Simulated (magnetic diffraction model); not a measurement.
# TbTi2Ni3 below its ordering temperature

Space group Amm2 (no. 38), a = 3.9480 Å, b = 15.0860 Å, c = 8.6710 Å.

| site | atom | x | y | z |
| --- | --- | --- | --- | --- |
| 2a | Tb | 0 | 0 | 0.0015 |
| 4e | Tb | 1/2 | 0.3349 | 0.0050 |
| 4e | Ni | 1/2 | 0.3525 | 0.6517 |
| 2b | Ni | 1/2 | 0 | 0.7006 |
| 4d | Ni | 0 | 0.4143 | 0.7965 |
| 4d | Ni | 0 | 0.4009 | 0.2281 |
| 4d | Ni | 0 | 0.1878 | 0.9852 |
| 4d | Ti | 0 | 0.2609 | 0.7319 |
| 2a | Ti | 0 | 0 | 0.5243 |
| 4e | Ti | 1/2 | 0.1279 | 0.8725 |
| 2b | Ti | 1/2 | 0 | 0.2474 |

This is a made-up structure (elements placed in a structure type, unrelaxed), so the numbers test the method and describe no known phase.

Only Tb is taken to order (form factors of Tb3+); orders and moment sizes are assumed, and not adapted to the symmetry. Radiation: neutrons of λ = 1.8 Å, 2° to 40°; isotropic B of 0.27 Å² (Tb), 0.32 Å² (Ni) and 0.34 Å² (Ti). The intensities are simulated: I ∝ L Σ (|F_N|² + |F_M⊥|²) for unpolarised neutrons, with F_M = 2.695 fm/μB × Σ f(s) S exp(2πi Q·r) exp(−B s²) at Q = H ± k (one set where k and −k are equivalent), only the part normal to Q counting and L = 1/(sin²θ cos θ). For a modulated order the moment at position r is S exp(−2πi k·r) + c.c., with S = m/2 for a sine wave of amplitude m and S = m(u + iv)/2 for moments turning in a plane, u and v being orthogonal unit vectors in it; the phase factor of the sum at Q = H + k is then exp(2πi H·r). Form factors are spin-only for 3d ions and dipole or tabulated for f ions, scattering lengths are Sears's of 1992, and absorption is left out. A label names one of the reflections at its angle. The strongest nuclear line in the range is 100, and lines under 0.2 are left out.

Above the ordering temperature:

```
2θ (°)    index      I
 13.71  (0 2 0)    4.1
 13.75  (0 1 1)    3.3
 23.88  (0 3 1)   33.4
 23.96  (0 0 2)   13.6
 26.35  (1 0 0)   13.8
 27.61  (0 4 0)   39.9
 27.71  (0 2 2)   78.3
 29.82  (1 2 0)   13.1
 29.84  (1 1 1)   25.6
 35.86  (1 3 1)  100.0
 35.92  (1 0 2)   58.8
 36.82  (0 5 1)   33.0
 36.88  (0 4 2)   30.7
 36.97  (0 1 3)   35.4
 38.54  (1 4 0)    8.5
 38.61  (1 2 2)   21.8
```

Below it (cell unchanged):

| 2θ (°) | I |
| --- | --- |
| 5.23 | 160.2 |
| 13.71 | 4.1 |
| 13.75 | 3.3 |
| 14.68 | 85.3 |
| 14.72 | 178.5 |
| 21.02 | 82.5 |
| 23.88 | 33.4 |
| 23.96 | 13.6 |
| 24.46 | 13.8 |
| 24.54 | 6.8 |
| 26.35 | 13.8 |
| 27.61 | 39.9 |
| 27.71 | 78.3 |
| 28.12 | 21.3 |
| 28.21 | 38.2 |
| 29.82 | 13.1 |
| 29.84 | 25.6 |
| 31.75 | 32.7 |
| 32.02 | 92.2 |
| 32.08 | 45.8 |
| 35.86 | 100.0 |
| 35.92 | 58.8 |
| 36.82 | 33.0 |
| 36.88 | 30.7 |
| 36.97 | 35.4 |
| 37.22 | 18.6 |
| 37.27 | 21.6 |
| 37.36 | 20.4 |
| 38.54 | 8.5 |
| 38.61 | 21.8 |

**Question.** Find the propagation vector, then choose among these models:
A. moments turning in the plane of [010] and [001], 8.5 μB on Tb; signs + at (0, 0, 0.0015), − at (1/2, 0.3349, 0.0050), − at (1/2, 0.1651, 0.5050)
B. moments turning in the plane of [001] and [100], 8.5 μB on Tb; signs + at (0, 0, 0.0015), − at (1/2, 0.3349, 0.0050), − at (1/2, 0.1651, 0.5050)
C. a sine wave with moments along [100] (amplitudes given), 8.5 μB on Tb; signs + at (0, 0, 0.0015), − at (1/2, 0.3349, 0.0050), − at (1/2, 0.1651, 0.5050)
D. a sine wave with moments along [001] (amplitudes given), 8.5 μB on Tb; signs + at (0, 0, 0.0015), − at (1/2, 0.3349, 0.0050), − at (1/2, 0.1651, 0.5050)

The new lines index as (1/5 0 0) at 5.23°, (1/5 2 0) at 14.68°, (1/5 1 1) at 14.72° and (4/5 0 0) at 21.02°, that is as H ± k with k = (1/5 0 0). Satellites come in pairs about each point of the reciprocal lattice.

Magnetic intensity, observed (below minus above) and for each model:

| 2θ (°) | index | observed | A | B | C | D |
| --- | --- | --- | --- | --- | --- | --- |
| 5.23 | (1/5 0 0) | 160.2 | 160.2 | 80.1 | <0.2 | 80.1 |
| 14.68 | (1/5 2 0) | 85.3 | 85.3 | 141.8 | 66.1 | 75.7 |
| 14.72 | (1/5 1 1) | 178.5 | 178.5 | 192.8 | 138.3 | 54.4 |
| 21.02 | (4/5 0 0) | 82.5 | 82.5 | 41.2 | <0.2 | 41.2 |
| 28.21 | (1/5 2 2) | 38.2 | 38.2 | 45.7 | 35.6 | 10.1 |
| 31.75 | (6/5 0 0) | 32.7 | 32.7 | 16.4 | <0.2 | 16.4 |
| 32.02 | (4/5 3 1) | 92.2 | 92.2 | 91.1 | 36.1 | 55.0 |
| 32.08 | (4/5 0 2) | 45.8 | 45.8 | 31.9 | 18.0 | 13.9 |

Model A matches.

The structure used: k = (1/5 0 0), moments turning in the plane of [010] and [001], 8.5 μB on Tb; signs + at (0, 0, 0.0015), − at (1/2, 0.3349, 0.0050), − at (1/2, 0.1651, 0.5050).

[Logs are printed without paths, hosts, clocks, repeated set-up lines and the standing remarks that a program may print on its own settings, such as how far it seeks lower states.]
